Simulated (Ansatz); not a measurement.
# Nb-Ti-Nb stack of (111) layers: lattice stability ahead of a resistivity run, part 2 of 3

The plan: relax Nb-Ti-Nb stack of (111) layers, check its phonons, and, if the lattice is stable, compute its Eliashberg function and ρ(T).

Ansatz 0.2.0; DFT PBEsol, scalar-relativistic, plane waves, PAW; PAW set soft_1.

So far. Step 3 (Relaxing tightly for phonons): Little changed from the start: no atom moved by 0.005 Å and no cell edge by 0.1 %.

## 4. Lattice stability: q 2×2×1, k 6×6×1

Couplings are defined for a stable lattice alone, so phonons come first.

input.yaml

```yaml
crystal:
  lattice:
    - [2.7952896671, 2.761e-06, 0.0]
    - [-1.3976472246, 2.4207904822, 0.0]
    - [0.0, 0.0, 33.3453454395]
  atoms:
    - { symbol: Nb, position: [0.0, 0.0, 0.1637815898] }
    - { symbol: Ti, position: [0.3333333333, 0.6666666667, 0.2365048224] }
    - { symbol: Nb, position: [0.6666666667, 0.3333333333, 0.3092280549] }
  periodic: [true, true, false]
kpoints:
  mp_grid: { grid: [6, 6, 1] }
hamiltonian:
  xc: pbesol
  pseudopotentials: { kind: paw, azcp: { folder: soft_1 }, xc_functional: pbe }
scf:
  occupations: { method: methfessel_paxton, width: 0.2 }
output:
  eigenvalues: true
phonons:
  method: dfpt
  qmesh: [2, 2, 1]
  temperatures: { t_max: 1000, t_step: 50 }
  qpath:
    path:
      - [0.0, 0.0, 0.0]
      - [0.5, 0.0, 0.0]
      - [0.33333333, 0.33333333, 0.0]
      - [0.0, 0.0, 0.0]
    npoints: 10
```

Started as:

```console
$ ansatz run input.yaml --threads 4 --pin off --max-ram 12288MiB --backend cpu --events-out ev --progress --plain --runs-dir out
```

Numbers of over 12 decimals in the logs are rounded to 6 here.

What it wrote:

```text
Warning: crystal.symmetry: narrowed to the stabiliser of the run's FFT grids — unitary ops 12 → 6. A phonons.method: dfpt run fills in the rows of the dynamical matrix that it does not solve by its symmetry operations, which is exact only for operations that map its FFT grids onto themselves: filled in by any other, the frequencies could depend on the order in which like atoms are typed, or, by more than the grids' own error, on where the crystal sits among the grids' points. Excluded: 6 operations. The run can therefore solve more perturbations, solve them on more k-points, or both, and cost more. [rest of the remark cut]
[...]
Crystal: 3 atoms, lattice volume = 225.642 Å³
Basis set: ecut = 420 eV, 4467 PW (Γ), exchange–correlation on 40×40×450 points (8 copies of the dense FFT grid, shifted against one another)
Bands: 23, of which v1, the nominal top of the filled ones, is band 19 counted from 1 (18 counted from 0)
Symmetry: 12 space group operations
k-points: 7 of 36 (irreducible under 6 space group operations, time reversal used)
[...]
SCF iter   1: F=—  HF=-11467.431201 eV  |F-HF|=—  |Δ(HF+E_count)|=         —  Δρ=6.79e-2  dr2=8.45e1  ethr=3.10e-3  ⟨swp⟩=12.6  Hψ=2634  notcnv=0
automatic band count: the SCF goes on with 27 bands, as 23 were too few: they end inside the smearing window of the response
[...]
SCF iter   2: F=—  HF=-11473.740237 eV  |F-HF|=—  |Δ(HF+E_count)|=    6.31e0  S|Δr|=    0.00e0  Δρ=8.17e-2  dr2=2.56e2  ethr=3.10e-3  ⟨swp⟩=7.9  Hψ=679  notcnv=0  defer=12  recentre
[...]
SCF iter  16: F=-11462.409878 eV  HF=-11462.409878 eV  |F-HF|=2.91e-11  |Δ(HF+E_count)|=   1.03e-9  S|Δr|=    0.00e0  Δρ=2.91e-8  dr2=3.08e-12  ethr=1.00e-12  ⟨swp⟩=23.1  Hψ=1690  notcnv=0
SCF 1 converged in 16 iterations: F = -11462.409878 eV  dr2 = 3.08e-12
[...]
phonons: the bands overlap, so this run is a metal and interpolates without the dipole-dipole term. If the crystal is really an insulator or semiconductor, its LO-TO splitting is missing
NSCF: frozen V_eff on 7 k-points
WARN: eigensolver did not converge (k=3): 1 band(s) unlocked after 2 eigensolves, warm-restarted (20 sweeps on the last) at ethr=1.20e-12 eV (storage-precision floor; scheduled 1.00e-12 eV) (lowest unlocked band 26, counted from 0; max residual 7.57e-5 eV among the unlocked bands, 7.57e-5 eV over every band; other slots of this pass that fall short are told together in one closing line; warning suppressed until the next SCF loop or pass starts)
[...]
DFPT response loops at q = (0, 0, 0) (fractional): preconditioner auto → none (partly filled bands, converged f_vac=0.711); β = 0.50; Broyden in place of MSR1
[...]
SCF converged after 16 iterations
Stability not checked: this state was not tested for a lower state beside it, because cold or Methfessel-Paxton smearing, or corrected tetrahedra, fill the levels in a way that the test cannot read (fill_not_monotonic; see scf.lower_state_search)
Free energy (F): -11462.409878 eV
[...]
Internal energy: -11462.402926 eV  (E = F + TS)
E sigma→0 (E₀):  -11462.408140 eV
Entropy (-TS):   -0.006951 eV (-2.317 meV/atom)
Fermi energy:    -5.097103 eV
[...]
--- Band table (eV; the first three rows and the last of 7) ---
  k-point 0: bands = [... 15 lower, -6.1201, -5.3950, -4.8290, -4.6166, -4.6166, -4.4664, -4.4664, -4.3035, ... 4 higher]
  k-point 1: bands = [... 15 lower, -6.1460, -5.5715, -5.4145, -5.2792, -5.2102, -4.7138, -4.1369, -3.7328, ... 4 higher]
  k-point 2: bands = [... 15 lower, -7.0213, -6.5582, -5.6245, -4.9388, -4.3658, -3.8236, -3.5741, -2.6123, ... 4 higher]
  k-point 6: bands = [... 15 lower, -5.8545, -5.8545, -5.6749, -5.2167, -5.1869, -5.1825, -5.1825, -3.0912, ... 4 higher]
--- Phonons (Γ-DFPT): 6 representative perturbations + reference (Σ response iterations 42) ---
  ASR residual: 5.181e-5 → 0.000e0 eV/Å²; symmetrization residual: 2.735e-5 eV/Å²
  The last average, over the group as it would stand without the narrowing to the FFT grids, took up to 4.922e-6 eV/Å² of the zone centre's force constants
  ASR residual per site (eV/Å²): 3.50e-5 5.18e-5 4.36e-5
  Γ frequencies (cm⁻¹): -79.94 -79.94 -36.50 -36.50 0.00 0.00 0.00 122.91 254.63
--- Phonons (arbitrary-q DFPT): 2 irreducible q on the 2×2×1 mesh ---
  q = [0.0000, 0.0000, 0.0000] (star 1, of the zone-centre solve; hermiticity 5.47e-6, symmetrization 1.51e-6, taken by the last average 5.42e-7): -79.94 -79.94 -36.50 -36.50 -0.00 -0.00 0.00 122.91 254.63
  q = [0.0000, -0.5000, 0.0000] (star 3, 9 solved perturbations in 159 linear systems a pass and spin channel, the states on 20 of 36 k-point pairs; hermiticity 1.56e-5, symmetrization 2.10e-6, taken by the last average 3.14e-7): 57.53 92.48 112.77 116.38 131.32 181.85 197.05 229.46 310.55
  sum rule: each row above includes the acoustic sum rule's correction from the zone centre's row sums; it moved no ω² by more than (0.54 cm⁻¹)²
  mesh force constants: q→R imaginary residual 2.45e-17; ASR residual 5.181e-5 → 0.000e0 eV/Å²; symmetrization residual 6.217e-15 eV/Å²
  interpolated dispersion: 31 rows × 9 modes
  density of states and harmonic sums: on the 26×26×1 q-mesh, interpolated from the force constants of a 2×2×1 supercell (no non-analytic term)
  largest difference from the sums on the solved wave vectors: F 2.40e-1 eV, S 3.39e-4 and C_V 9.95e-5 eV/K
  zero-point energy: 0.076925 eV/cell   skipped modes (ω ≤ 0): 54, of them read as no rigid motion or as one in doubt: 51 (5.917e-1 modes/cell left out, lowest -79.94 cm⁻¹)   left out of the sums: 6.62e-2 of the cell's modes: C_V's classical limit lies that fraction below 3 k_B per atom; for a crystal, a wire or a layer, F and S can be off by more, and a phonons.interpolated_qmesh denser along its periods is the remedy for the sampling
```

Wall time 68 s (4 threads of Arm Neoverse V1, shared host); peak memory 0.9 GiB; 4.3 min of CPU time.

Numbers from this step:

* share of imaginary modes in the plain interpolation between solved wavevectors: 0.069
* highest frequency, solved or plainly interpolated: 310.6 cm⁻¹

Solved on the 2×2×1 mesh alone; all other wavevectors are interpolated. The phonon branches at the labelled points (cm⁻¹):

```
  point  branch 1  branch 2  branch 3  branch 4  branch 5  branch 6  branch 7  branch 8  branch 9
      Γ       -80       -80       -36       -36         0         0         0       123       255
halfway       -40       -25        79        92       119       128       146       223       237
      M        58        92       113       116       131       182       197       230       310
halfway        88       103       122       129       141       180       220       221       299
      K        91       128       128       150       150       166       211       268       268
halfway        19        66        86        91       130       141       170       231       240
      Γ       -80       -80       -36       -36         0         0         0       123       255
```

The phonon branches as a text plot (rows in cm⁻¹):

```
    302 |               *************
    286 |                            ***   *******
    270 |             **                ***       **
    254 |*******    **                ***  **              ******
    237 |       ******      **      **       **     *******
    221 |         **  ******  ********       *******
    205 |                   *******   *******  ***    ***
    188 |       **      ***********               **
    172 |             ******       ***************  **   **
    156 |     **    ****             **********   **
    140 |   **    **********   **********  **************  **
    123 |***    ******  **************************  *******  ****
    107 |     ****  ************   **          *****  *****
     91 |         ****    *******************     ****   ****
     75 |   ********    **     ***           *****    ***  **
     58 |   **  **    **  *****                     *********
     42 | **  **      ****                        **  ***  *****
     26 | ****      **                              **       ***
     10 |
     -7 |*          **                                          *
    -23 | ****    **                                     **  ***
    -39 |***    ****                                  ***  ******
    -56 |   ******                                       ****
    -72 |*******                                           ******
         Γ                   M           K                      Γ
```

Among the solved wavevectors the lowest mode, translations apart, is -79.9 cm⁻¹, imaginary.

## 5. Phonons by linear response: q 3×3×1, k 9×9×1

An imaginary mode on so few k-points may come from the sampling, so the phonons are repeated with another q and k mesh.

Edit input.yaml of step 4 so:

```diff
@@ -11,3 +11,3 @@
 kpoints:
-  mp_grid: { grid: [6, 6, 1] }
+  mp_grid: { grid: [9, 9, 1] }
 hamiltonian:
@@ -21,3 +21,3 @@
   method: dfpt
-  qmesh: [2, 2, 1]
+  qmesh: [3, 3, 1]
   temperatures: { t_max: 1000, t_step: 50 }
```

What it wrote:

```text
[...]
Crystal: 3 atoms, lattice volume = 225.642 Å³
Basis set: ecut = 420 eV, 4467 PW (Γ), exchange–correlation on 40×40×450 points (8 copies of the dense FFT grid, shifted against one another)
Bands: 23, of which v1, the nominal top of the filled ones, is band 19 counted from 1 (18 counted from 0)
Symmetry: 12 space group operations
k-points: 12 of 81 (irreducible under 6 space group operations, time reversal used)
[...]
SCF iter   1: F=—  HF=-11467.225776 eV  |F-HF|=—  |Δ(HF+E_count)|=         —  Δρ=7.11e-2  dr2=9.30e1  ethr=3.10e-3  ⟨swp⟩=12.8  Hψ=4595  notcnv=0
[...]
SCF iter  14: F=-11462.326640 eV  HF=-11462.326640 eV  |F-HF|=8.00e-11  |Δ(HF+E_count)|=  4.80e-10  S|Δr|=    0.00e0  Δρ=1.53e-8  dr2=1.11e-12  ethr=1.00e-12  ⟨swp⟩=21.6  Hψ=2615  notcnv=0
SCF 1 converged in 14 iterations: F = -11462.326640 eV  dr2 = 1.11e-12
[...]
SCF converged after 14 iterations
[...]
Free energy (F): -11462.326640 eV
[...]
Internal energy: -11462.331433 eV  (E = F + TS)
E sigma→0 (E₀):  -11462.327838 eV
Entropy (-TS):   0.004793 eV (1.598 meV/atom)
Fermi energy:    -5.050147 eV
[...]
--- Band table (eV; the first three rows and the last of 12) ---
  k-point 0: bands = [... 15 lower, -6.0517, -5.3205, -4.7361, -4.5101, -4.5101, -4.3582, -4.3582, -4.2375, ... 4 higher]
  k-point 1: bands = [... 15 lower, -6.0070, -5.1652, -5.1350, -4.9891, -4.7078, -4.5924, -4.0927, -4.0231, ... 4 higher]
  k-point 2: bands = [... 15 lower, -6.3668, -5.7215, -5.5663, -5.3034, -5.1812, -4.5821, -3.8193, -3.2892, ... 4 higher]
  k-point 11: bands = [... 15 lower, -5.7863, -5.7863, -5.5827, -5.1159, -5.0815, -5.0788, -5.0788, -3.0005, ... 4 higher]
[...]
ASR residual: 5.083e-5 → 0.000e0 eV/Å²; symmetrization residual: 3.286e-5 eV/Å²
[...]
ASR residual per site (eV/Å²): 5.08e-5 7.07e-6 4.59e-5
  Γ frequencies (cm⁻¹): -95.11 -95.11 -18.28 -18.28 0.00 0.00 0.00 118.15 240.04
--- Phonons (arbitrary-q DFPT): 3 irreducible q on the 3×3×1 mesh ---
[...]
interpolated dispersion: 31 rows × 9 modes
[...]
```

It took 4.1 min on 4 threads; peak memory 1.5 GiB.

Numbers from this step:

- share of imaginary modes in the plain interpolation between solved wavevectors: 0.2953
- highest frequency, solved or plainly interpolated: 321 cm⁻¹

Solved on the 3×3×1 mesh alone; all other wavevectors are interpolated. The phonon branches at the labelled points (cm⁻¹):

```
  point  branch 1  branch 2  branch 3  branch 4  branch 5  branch 6  branch 7  branch 8  branch 9
      Γ       -95       -95       -18       -18         0         0         0       118       240
halfway       -85       -54       -54        43        64       114       154       228       248
      M       -95       -68        22        42       106       166       188       236       321
halfway      -122      -108        54        96       142       182       208       222       304
      K      -146      -146        71       153       181       181       195       264       264
halfway       -82       -64       -41        67        73       148       156       244       244
      Γ       -95       -95       -18       -18         0         0         0       118       240
```

The phonon branches as a text plot (rows in cm⁻¹):

```
    311 |               ************
    292 |             **            **       *****
    272 |                             *******     **
    253 |   **********                  *  **       *********
    233 |***      **  *************  ***     *******         ****
    214 |                          ***       **       ***
    195 |       **        *********   *******  ***
    175 |             ****  ************************     **
    156 |     **  **********        **  ***  **   *******
    136 |   **  **  **            ** ***   **              **
    117 |***  **  **          ****  *        *****    *****  ****
     97 |       **      ******     *           *****
     78 |           ****          *     ***       ****   ****
     58 |   **************      ********   ****     *********
     39 | ****    **      ********             ***         *****
     20 | **    **      **  ***                          **  ***
      0 |*                                                      *
    -19 |*            **                                        *
    -39 | ******    **                            *******  *****
    -58 |   **********      ***                   ****   ****
    -78 | ******************   ***                  ************
    -97 |***              *********            *****         ****
   -117 |                         ***        *****
   -136 |                           ***********
         Γ                   M           K                      Γ
```

Lowest modes at the softest wavevector of the mesh. The modes at q = (-0.333, -0.333, 0.000) (shares of kinetic energy by element, %) (negative means imaginary):

```
mode  frequency (cm⁻¹)  Nb %  Ti %
   1            -145.7    97     3
   2            -145.7    97     3
   3              70.7    75    25
   4             153.3   100     0
   5             180.7    96     4
   6             180.7    96     4
```

Displacements in mode 2 (-145.7 cm⁻¹), the largest set to 1, in the home cell (x, y, z of the real part, then of the imaginary part):
```
Nb1  0.00  0.02  0.98 -0.02  0.00  0.21
Ti2  0.03  0.29  0.00 -0.05  0.04  0.00
Nb3 -0.02 -0.01 -0.38 -0.01  0.02  0.58
```

Displacements in mode 6 (180.7 cm⁻¹), the largest set to 1, in the home cell (x, y, z of the real part, then of the imaginary part):
```
Nb1  0.25  0.97 -0.01 -0.97  0.25  0.00
Ti2 -0.07  0.32  0.00  0.23  0.07  0.00
Nb3 -0.13 -0.06  0.07 -0.06  0.13 -0.07
```

The modes has structure finer than the step of the table below, so its rows give means over 20 cm⁻¹, whole bins alone (the curve runs from -156 to 340 cm⁻¹). Peaks (cm⁻¹: height): Nb -84.1: 0.0398, -65.4: 0.0413, -46.7: 0.0236, 59.3: 0.0344, 106.0: 0.0171, 180.8: 0.0331, 243.1: 0.0144; Ti -84.1: 0.0121, 59.3: 0.00866, 106.0: 0.00872, 124.7: 0.0101, 168.3: 0.0142, 246.3: 0.0327, 286.8: 0.0168.

Phonopy on the run's constants, 21x21x1 mesh, Gaussian sigma 3.5 cm⁻¹. Modes against wavenumber; means over each step; values in 1/cm⁻¹/cell:

```
wavenumber (cm⁻¹)       Nb       Ti
             -140  0.00714   3.0e-4
             -120   0.0106   7.4e-4
             -100   0.0152  0.00266
              -80   0.0320  0.00741
              -60   0.0276  0.00227
              -40   0.0185  0.00119
              -20  0.00460   3.3e-4
                0  0.00355   3.1e-4
               20  0.00655   6.3e-4
               40   0.0213  0.00271
               60   0.0304  0.00662
               80   0.0139  0.00461
              100   0.0121  0.00601
              120   0.0115  0.00620
              140   0.0139  0.00695
              160   0.0191   0.0108
              180   0.0251  0.00834
              200  0.00573  0.00893
              220  0.00563   0.0115
              240   0.0127   0.0255
              260  0.00152  0.00737
              280   5.4e-4   0.0114
              300   4.6e-4   0.0119
              320   1.8e-4  0.00534
```

No LO-TO term; unit eigenvectors of the mass-weighted matrix. The modes at Γ (shares of kinetic energy by element, %) (negative means imaginary):

```
mode  frequency (cm⁻¹)  symmetry  Nb %  Ti %
   1             -95.1        Eu    20    80
   2             -95.1        Eu    20    80
   3             -18.3        Eg   100     0
   4             -18.3        Eg   100     0
   5               0.0   unnamed    80    20
   6               0.0   unnamed    80    20
   7               0.0   unnamed    80    20
   8             118.1       A1g   100     0
   9             240.0       A2u    20    80
```

Displacements in mode 2 (-95.1 cm⁻¹), the largest set to 1:
```
Nb1  0.11 -0.26  0.00
Ti2 -0.44  1.00  0.00
Nb3  0.11 -0.26  0.00
```

Displacements in mode 9 (240.0 cm⁻¹), the largest set to 1:
```
Nb1  0.00  0.00 -0.26
Ti2  0.00  0.00  1.00
Nb3  0.00  0.00 -0.26
```

Among the solved wavevectors the lowest mode, translations apart, is -146 cm⁻¹, imaginary.

(Continued in part 3 of 3.)

[Logs are printed without paths, hosts, clocks, repeated set-up lines and the standing remarks that a program may print on its own settings, such as how far it seeks lower states.]

[Hosts, paths, dates, database ids (printed as entryN), source tags and the programs' standing remarks are cut or masked in the printed files.]
